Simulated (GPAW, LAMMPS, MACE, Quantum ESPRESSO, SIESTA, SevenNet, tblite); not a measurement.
# Predicting plane-wave site energies from SevenNet 0: a vacancy of Cd in amorphous Cd8Zn24Te9S23 (64 atoms)

Density of this cell: 4.60 g/cm³. The cell holds 64 atoms: 8 Cd, 24 Zn, 9 Te and 23 S. Its edges and angles: a = 11.623 Å, b = 11.623 Å, c = 11.623 Å, α = 90.0°, β = 90.0°, γ = 90.0°. 64 atoms (8 Cd, 24 Zn, 9 Te, 23 S) placed at random at 4.61 g/cm³, melted at 2500 K for 10 ps at fixed volume with the Stillinger-Weber II-VI potential (Zhou et al., Phys. Rev. B 88, 085309 (2013)). Quenched from 2500 K to 300 K at 100 K/ps and fixed volume, held 5 ps. Then the atoms were relaxed with SevenNet 0 in the fixed cell.

Calculated with Quantum ESPRESSO 7.5: PBE; plane waves, SSSP efficiency, 60/480 Ry; k-points Γ. The cheaper level is SevenNet 0, trained on PBE(+U) plane-wave data, no dispersion term. Each row is one cell with a vacancy of Cd, relaxed with SevenNet 0; both levels solve the same cells, and energies are counted from site Cd4 at each level.

| energy from SevenNet 0 (eV) | energy from plane waves (eV) | site |
| --- | --- | --- |
| 0.000 | 0 | Cd4 |
| 0.324 | 1.097 | Cd1 |
| 0.923 | ? | ? |
| 1.032 | 1.534 | Cd2 |

Task: Fit a straight line to the rows given and interpolate to the withheld row.

Worked fit:

Take u as the energy from SevenNet 0 and v as that from plane waves.

```
  u (eV)   v (eV)
       0        0
0.323578  1.09674
 1.03207  1.53384
```

With n = 3: mean u = 0.451884, mean v = 0.876860, Σ(u − ū)² = 0.55728, Σ(u − ū)(v − v̄) = 0.74920. Slope b = 0.74920 / 0.55728 = 1.3444; intercept a = v̄ − b ū = 0.26936.

At the withheld site u = 0.9233, and v = a + b u.

Prediction at 0.923: 1.511 eV. The run gave 1.780 eV, so the fit is low by 0.27 eV (15 % of the value).

The slope of 1.3 says that SevenNet 0 compresses the spread of the sites. Taken as it stands, without the line, its value misses the withheld site by 0.86 eV. Among the rows given, the largest miss of the fit is at 0.324, by 0.39 eV (22 % of the range of the table).

Limits: Few sites, one cell. The geometries are those of SevenNet 0, not of DFT.

[Logs are printed without paths, hosts, clocks, repeated set-up lines and the standing remarks that a program may print on its own settings, such as how far it seeks lower states.]

[Hosts, paths, dates, database ids (printed as entryN), source tags and the programs' standing remarks are cut or masked in the printed files.]
